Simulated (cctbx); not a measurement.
# Al3C: as given, inverted or twinned?

Space group P6_322 (no. 182), a = 5.2590 Å, b = 5.2590 Å, c = 4.9050 Å, α = 90.00°, β = 90.00°, γ = 120.00°.

```csv
atom,mult.,x,y,z,Ueq (Å²)
Al1,6,0,0.3288,1/2,0.0264
C1,2,2/3,1/3,3/4,0.0272
```

This is a model crystal, built by substitution and not relaxed, with assumed displacement parameters.

Data sets are simulated with cctbx and refined with Bijvoet mates kept apart; Flack x is then fitted as the share of an inverted twin with the atoms fixed, Hooft y from the Bijvoet differences. The group has rotations alone, so the crystal has a hand.

Untwinned crystal. What Flack and Hooft values should come out?

```
  λ (Å)  extinction (unmodelled)  d min (Å)  top counts  error (%)     model      R1  Flack x  s.u.  Hooft y   s.u.  pairs
0.71073                        0       0.77       40000          3  as given  0.0082    -0.10   0.9   -0.460  0.784     22
0.71073                        0       0.77       40000          3  inverted  0.0084     1.10   0.9    1.459  0.783     22
1.54184                        0       0.83        5000          3  as given  0.0172     0.10   0.9   -0.119  0.937     16
```

With Mo Kα, the s.u. is too large to fix the hand. With Cu Kα, the s.u. is too large to fix the hand. Inverting the model turns x into about 1 − x.

[Logs are printed without paths, hosts, clocks, repeated set-up lines and the standing remarks that a program may print on its own settings, such as how far it seeks lower states.]
